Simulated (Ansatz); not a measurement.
# Phonons of GaN (P6_3mc) against volume, part 2 of 3

Aim: how do the optical modes of GaN (P6_3mc) move with volume?

Ansatz 0.2.0; DFT PBE, scalar-relativistic, plane waves, PAW; PAW set soft_1.

So far. Step 3 (Tight relaxation): The largest force component left is 0.013 meV/Å and the pressure is 0.002 GPa, within the tolerances set. The cell now holds 11.76 Å³/atom.

The database entry behind the starting cell differs from later determinations by our own check (about 0.3 % short, ideal inner coordinate), so it need not match the best structure at ambient conditions.

### Step 4. Zone-centre response at rest

The modes at rest are the reference of the series, and the response to a field gives the dielectric tensor and the Born charges.

input.yaml reads:

```yaml
crystal:
  lattice:
    - [3.2186527184, 0.0, 0.0]
    - [-1.6093263592, 2.7874350201, 0.0]
    - [0.0, 0.0, 5.2434880868]
  atoms:
    - { symbol: "N", position: [0.3333333333, 0.6666666667, 0.3758659244] }
    - { symbol: "N", position: [0.6666666667, 0.3333333333, 0.8758659244] }
    - { symbol: Ga, position: [0.3333333333, 0.6666666667, -0.0008659244] }
    - { symbol: Ga, position: [0.6666666667, 0.3333333333, 0.4991340756] }
kpoints:
  mp_grid: { grid: [18, 18, 8] }
hamiltonian:
  xc: pbe
  pseudopotentials: { kind: paw, azcp: { folder: soft_1 } }
scf:
  occupations: { method: fixed }
output:
  eigenvalues: true
phonons:
  method: dfpt
  dielectric: true
  rigid_motions: translations
  raman: true
```

The run is started by

```console
ansatz run input.yaml --threads 4 --pin off --max-ram 16384MiB --backend cpu --events-out ev --progress --plain --runs-dir out
```

Numbers of over 12 decimals in the logs are rounded to 6 here.

Log:

```text
[...]
Crystal: 4 atoms, lattice volume = 47.043 Å³
Basis set: ecut = 420 eV, 941 PW (Γ), exchange–correlation on 48×48×72 points (8 copies of the dense FFT grid, shifted against one another)
Bands: 22, of which v1, the nominal top of the filled ones, is band 18 counted from 1 (17 counted from 0)
Symmetry: 12 space group operations
k-points: 695 of 2592 (irreducible under 2 space group operations, time reversal used)
[...]
SCF iter   1: F=—  HF=-8337.150646 eV  |F-HF|=—  |Δ(HF+E_count)|=         —  Δρ=1.09e-1  dr2=4.85e0  ethr=3.10e-3  ⟨swp⟩=4.0  Hψ=53631  notcnv=0  defer=106
[...]
SCF iter  11: F=-8335.847530 eV  HF=-8335.847530 eV  |F-HF|=1.82e-12  |Δ(HF+E_count)|=  9.28e-11  Δρ=8.31e-8  dr2=2.31e-12  ethr=1.00e-12  ⟨swp⟩=6.1  Hψ=81745  notcnv=0
SCF 1 converged in 11 iterations: F = -8335.847530 eV  dr2 = 2.31e-12
[...]
DFPT response loops at Γ: preconditioner auto → Resta (q_TF=auto, 2.609 Å⁻¹)  ε∞=5.9 (no band partly filled); β = 1.00, the filter's whole step (`scf.mixing.beta` (0.50) is not read by the response loops at its default; to damp them type it under 1.00, their step now; it binds the ground state too); Broyden in place of MSR1
── the response to a field inside a basis, on 18×18×8 k-points: an SCF that follows is theirs, and a resumed run solves both again ──
Bands: 19, of which v1, the nominal top of the filled ones, is band 18 counted from 1 (17 counted from 0)
k-points: 360
[...]
Eigensolver: Dense (360 Hₖ)
SCF iter   1: F=—  HF=-8335.845412 eV  |F-HF|=—  |Δ(HF+E_count)|=         —  Δρ=3.88e-4  dr2=2.19e-5  ethr=1.00e-1
[...]
SCF iter   7: F=-8335.845414 eV  HF=-8335.845414 eV  |F-HF|=1.27e-11  |Δ(HF+E_count)|=  3.46e-11  Δρ=1.93e-7  dr2=1.01e-11  ethr=1.00e-12
SCF 1 converged in 7 iterations: F = -8335.845414 eV  dr2 = 1.01e-11
[...]
WARN: field response: ε∞ stands inside a basis, on 18×18×8 points; the force constants stand on the 18×18×8 k-mesh, whose period is 12.71 times the interband length at k = (0.0000, 0.0000, 0.0000), direct gap 1.710 eV, under 14: take them and everything formed from them as unconverged, and compare with a denser kpoints.mp_grid
SCF converged after 11 iterations
Free energy (F): -8335.847530 eV
[...]
Internal energy: -8335.847530 eV  (E = F + TS)
E sigma→0 (E₀):  -8335.847530 eV
Fermi energy:    9.246794 eV
[...]
--- Band table (eV; the first three rows and the last of 695) ---
  k-point 0: bands = [... 14 lower, 8.2518, 9.2104, 9.2468, 9.2468, 10.9572, 13.3125, 18.2692, 18.9877]
  k-point 1: bands = [... 14 lower, 8.2879, 8.6891, 9.2073, 9.2073, 11.4116, 13.3444, 18.1581, 19.0056]
  k-point 2: bands = [... 14 lower, 8.3913, 8.3913, 9.0950, 9.0950, 12.1809, 13.4179, 17.8833, 18.6143]
  k-point 694: bands = [... 14 lower, 5.3590, 5.6612, 7.1530, 7.5630, 15.0285, 15.5273, 16.6550, 17.1147]
--- Phonons (Γ-DFPT): 4 representative perturbations + reference, on 695 of 2592 k-points (Σ response iterations 13) ---
  k mesh reduced under 2 symmetry operations, with k and −k counted as one. Each operation leaves every solved perturbation unchanged. A smaller set is not considered because the run solves the response to a homogeneous field
  ASR residual: 1.387e-5 → 0.000e0 eV/Å²; symmetrization residual: 8.397e-6 eV/Å²
  ASR residual per site (eV/Å²): 1.17e-5 1.17e-5 1.39e-5 1.39e-5
  Γ frequencies (cm⁻¹): 0.00 0.00 0.00 136.21 136.21 319.01 500.74 523.71 523.71 531.21 531.21 655.77
  ε∞ (high-frequency dielectric tensor):
        5.949419     0.000000     0.000000
        0.000000     5.949419     0.000000
       -0.000000     0.000000     6.140777
  ε⁰ (static dielectric tensor: ions relaxed, cell fixed):
       10.493969     0.000000    -0.000000
        0.000000    10.493969    -0.000000
       -0.000000    -0.000000    11.666359
  ε⁰ − ε∞ (ionic part):
        4.544550     0.000000    -0.000000
        0.000000     4.544550    -0.000000
       -0.000000    -0.000000     5.525582
  softest optical mode at Γ: 136.21 cm⁻¹; the repairs (sum rule, projections) moved no ω² at Γ by more than (1.48 cm⁻¹)²
  Born effective charges Z* (e; rows j = field, columns β = displacement):
    site 0:
        -2.63622    0.00000   -0.00000
        -0.00000   -2.63622   -0.00000
         0.00000    0.00000   -2.77937
    site 1:
        -2.63622   -0.00000   -0.00000
        -0.00000   -2.63622    0.00000
        -0.00000   -0.00000   -2.77937
    site 2:
         2.63622   -0.00000    0.00000
         0.00000    2.63622   -0.00000
         0.00000   -0.00000    2.77937
    site 3:
         2.63622   -0.00000    0.00000
        -0.00000    2.63622   -0.00000
        -0.00000   -0.00000    2.77937
  Z* charge neutrality: 1.748e-3 e pre-enforcement
  solved inside a basis spanned on kpoints, on 18×18×8 k-points transformed towards the longest dipole: ε∞ is read to err by 1.8e-2, Z* by 1.4e-2 e (field_mesh: kpoints solves on kpoints); Z* is corrected for what the basis lacks
  Raman tensors (in the event stream and the table raman_tensors.tsv): an entry may err by 6.7e-2 Å², one of the second-order susceptibility by 1.9e-1 pm/V (basis, points and sum rule); their sum over the sites missed zero by 7.466e-5 Å² ahead of its enforcement
  optical modes at Γ without the LO–TO term, one row a degenerate level:
      ω (cm⁻¹)  modes    IR ((D/Å)²/amu)  static Raman (Å⁴/amu)  depolarisation
        136.21      2             0.0000                 0.2733           0.750
        319.01      1             0.0000                 0.0000               —
        500.74      1            30.5594                38.3181           0.740
        523.71      2            54.9852                13.8724           0.750
        531.21      2             0.0000                53.4324           0.750
        655.77      1             0.0000                 0.0000               —
  optical modes at Γ + LO–TO along q̂ = [1.0000, 0.0000, 0.0000]:
      ω (cm⁻¹)  modes    IR ((D/Å)²/amu)  static Raman (Å⁴/amu)  depolarisation
        136.21      2             0.0000                 0.2733           0.750
        319.01      1             0.0000                 0.0000               —
        500.74      1            30.5594                38.3181           0.740
        523.71      1            27.4926                 6.9362           0.750
        531.21      2             0.0000                53.4324           0.750
        655.77      1             0.0000                 0.0000               —
        695.55      1            27.4926                16.7378           0.750
  optical modes at Γ + LO–TO along q̂ = [0.0000, 1.0000, 0.0000]:
      ω (cm⁻¹)  modes    IR ((D/Å)²/amu)  static Raman (Å⁴/amu)  depolarisation
        136.21      2             0.0000                 0.2733           0.750
        319.01      1             0.0000                 0.0000               —
        500.74      1            30.5594                38.3181           0.740
        523.71      1            27.4926                 6.9362           0.750
        531.21      2             0.0000                53.4324           0.750
        655.77      1             0.0000                 0.0000               —
        695.55      1            27.4926                16.7378           0.750
  optical modes at Γ + LO–TO along q̂ = [0.0000, 0.0000, 1.0000]:
      ω (cm⁻¹)  modes    IR ((D/Å)²/amu)  static Raman (Å⁴/amu)  depolarisation
        136.21      2             0.0000                 0.2733           0.750
        319.01      1             0.0000                 0.0000               —
        523.71      2            54.9852                13.8724           0.750
        531.21      2             0.0000                53.4324           0.750
        655.77      1             0.0000                 0.0000               —
        690.19      1            30.5594                72.1605           0.739
```

Wall time 13 min (4 threads of Arm Neoverse V2, shared host); peak memory 4 GiB.

This step gave:

```yaml
sum_rule_residual_before_enforcement: 1.39e-5 eV/Å²
miss_of_the_charge_sum_rule: 0.001748 e
estimated_error_of_the_dielectric_tensor: 0.01825
estimated_error_of_the_born_charges: 0.01441 e
point_group: 6mm
highest_optical_mode_at_the_zone_centre_no_lo_to_term: 655.8 cm⁻¹
lowest_optical_zone_centre_mode: 136.2 cm⁻¹
mean_high_frequency_dielectric_constant: 6.013
largest_born_charge_third_of_the_trace: -2.684 e
mean_static_dielectric_constant: 10.88
top_of_the_zone_centre_spectrum_with_the_field: 695.5 cm⁻¹
```

Without the LO-TO term. Patterns of degenerate modes are one choice out of their space. The modes at Γ (shares of kinetic energy by element, %):

| mode | frequency (cm⁻¹) | symmetry | N % | Ga % |
| --- | --- | --- | --- | --- |
| 1 | 0.0 | acoustic | 17 | 83 |
| 2 | 0.0 | acoustic | 17 | 83 |
| 3 | 0.0 | acoustic | 17 | 83 |
| 4 | 136.2 | E2 | 11 | 89 |
| 5 | 136.2 | E2 | 11 | 89 |
| 6 | 319.0 | B1 | 0 | 100 |
| 7 | 500.7 | A1 | 83 | 17 |
| 8 | 523.7 | E1 | 83 | 17 |
| 9 | 523.7 | E1 | 83 | 17 |
| 10 | 531.2 | E2 | 89 | 11 |
| 11 | 531.2 | E2 | 89 | 11 |
| 12 | 655.8 | B1 | 100 | 0 |

Displacements in mode 4 (136.2 cm⁻¹), the largest set to 1:
```
N1   0.80  0.00  0.00
N2  -0.80  0.00  0.00
Ga3 -1.00  0.00  0.00
Ga4  1.00  0.00  0.00
```

Displacements in mode 7 (500.7 cm⁻¹), the largest set to 1:
```
N1   0.00  0.00  1.00
N2   0.00  0.00  1.00
Ga3  0.00  0.00 -0.20
Ga4  0.00  0.00 -0.20
```

Optical modes at the zone centre, without and with the macroscopic field of the longitudinal modes; each column is sorted by frequency, so a row need not hold one and the same mode. Modes with and without the field, by row:

| rank among optical modes | no field (cm⁻¹) | q along (1, 0, 0) (cm⁻¹) | q along (0, 0, 1) (cm⁻¹) |
| --- | --- | --- | --- |
| 1 | 136.2 | 136.2 | 136.2 |
| 2 | 136.2 | 136.2 | 136.2 |
| 3 | 319 | 319 | 319 |
| 4 | 500.7 | 500.7 | 523.7 |
| 5 | 523.7 | 523.7 | 523.7 |
| 6 | 523.7 | 531.2 | 531.2 |
| 7 | 531.2 | 531.2 | 531.2 |
| 8 | 531.2 | 655.8 | 655.8 |
| 9 | 655.8 | 695.5 | 690.2 |

Born charge (rows field, columns displacement) (e), principal values of the symmetric part by kind of site:

| atom | atoms with these values | low | middle | high | mean |
| --- | --- | --- | --- | --- | --- |
| N1 | 2 | -2.78 | -2.64 | -2.64 | -2.68 |
| Ga3 | 2 | 2.64 | 2.64 | 2.78 | 2.68 |

In full for Ga3:

```
2.64 0.00 0.00
0.00 2.64 0.00
0.00 0.00 2.78
```

High-frequency dielectric tensor:

```
5.95 0.00 0.00
0.00 5.95 0.00
0.00 0.00 6.14
```

Static dielectric tensor (ions relaxed, fixed cell):

```
10.49  0.00  0.00
 0.00 10.49  0.00
 0.00  0.00 11.67
```

Transverse modes. Lines of the infrared spectrum (strongest = 100):

| position (cm⁻¹) | label | relative intensity |
| --- | --- | --- |
| 136 | E2 | 0.0 |
| 319 | B1 | 0.0 |
| 501 | A1 | 56 |
| 524 | E1 | 100 |
| 531 | E2 | 0.0 |
| 656 | B1 | 0.0 |

Activity x (w_L - w)^4 (n + 1)/w, 532 nm, 300 K; the tensors are static ones, while 532 nm light lies above the computed direct gap, where resonance would change the heights; modes without the macroscopic field alone. Lines of the Raman spectrum (strongest = 100):

| position (cm⁻¹) | label | relative intensity |
| --- | --- | --- |
| 136 | E2 | 4.2 |
| 319 | B1 | 0.0 |
| 501 | A1 | 78 |
| 524 | E1 | 26 |
| 531 | E2 | 100 |
| 656 | B1 | 0.0 |

Before it was imposed, the acoustic sum rule was missed by 1.4e-5 eV/Å² and the charge sum rule by 0.0017 e. Small misses are needed for a sound result but don't prove that mesh and cutoff are converged. The lowest optical mode is real, 136 cm⁻¹.

The log warns of the k mesh: “the force constants stand on the 18×18×8 k-mesh, whose period is 12.71 times the interband length at k = (0.0000, 0.0000, 0.0000), direct gap 1.710 eV, under 14: take them and everything formed from them as unconverged”. So the frequencies of this run count as unconverged too.

### Step 5. A member of the series: 1.06 times the volume at rest

The cell is set to 1.06 times the volume at rest, and shape and atoms relax at that volume.

input.yaml, the sections that differ from step 4:

```yaml
crystal:
  lattice:
    - [3.2817038304, 0.0, 0.0]
    - [-1.6408519152, 2.8420388848, 0.0]
    - [0.0, 0.0, 5.346574511]
  atoms:
    - { symbol: "N", position: [0.3333333333, 0.6666666667, 0.3759255166] }
    - { symbol: "N", position: [0.6666666667, 0.3333333333, 0.8759255166] }
    - { symbol: Ga, position: [0.3333333333, 0.6666666667, -0.0009255166] }
    - { symbol: Ga, position: [0.6666666667, 0.3333333333, 0.4990744834] }
output:
  forces: true
  stress: true
  eigenvalues: true
relax:
  adjacent_minimum: "off"
  f_tol: 0.001
  max_steps: 60
  cell: { stress_tol: 0.01, fix: [volume] }
# kpoints, hamiltonian, scf: as in step 4
# phonons: removed
```

Log:

```text
[...]
Crystal: 4 atoms, lattice volume = 49.866 Å³
Basis set: ecut = 420 eV, 989 PW (Γ), exchange–correlation on 48×48×72 points (8 copies of the dense FFT grid, shifted against one another)
Bands: 22, of which v1, the nominal top of the filled ones, is band 18 counted from 1 (17 counted from 0)
Symmetry: 12 space group operations
[...]
k-points: 185 of 2592 (time reversal used)
[...]
--- Relaxed structure (3 steps of the walk, 3 accepted, 1 SCFs on fresh bases) ---
[...]
cell:  # Å, volume = 49.8661 Å³
    - [3.281645, 0.0, 0]
    - [-1.640823, 2.841988, 0]
    - [0, 0, 5.346765]
  atoms:
    - { symbol: N, position: [0.333333, 0.666667, 0.375954] }
    - { symbol: N, position: [0.666667, 0.333333, 0.875954] }
    - { symbol: Ga, position: [0.333333, 0.666667, -0.000953906] }
    - { symbol: Ga, position: [0.666667, 0.333333, 0.499046] }
[key lines of the parts left out:]
SCF converged after 5 iterations
Free energy (F): -8335.765833 eV
Fermi energy:    8.414282 eV
P = ⅓ Tr σ = -8.7965 GPa (-87.965 kbar)
```

Run time: 16 s. Hardware: 4 threads; peak memory 0.53 GiB; 61 s of CPU time.

Little changed from the start: no atom moved by 0.005 Å and no cell edge by 0.1 %.

Numbers from this step:

| Item | Value |
| --- | --- |
| pressure | -8.797 GPa |
| gap on the k-mesh | 1.326 eV |
| volume per atom | 12.47 Å³ |

The largest force component left is 0.035 meV/Å, at a pressure of -8.80 GPa.

(Part 2 of 3 ends here.)

[Logs are printed without paths, hosts, clocks, repeated set-up lines and the standing remarks that a program may print on its own settings, such as how far it seeks lower states.]

[Hosts, paths, dates, database ids (printed as entryN), source tags and the programs' standing remarks are cut or masked in the printed files.]
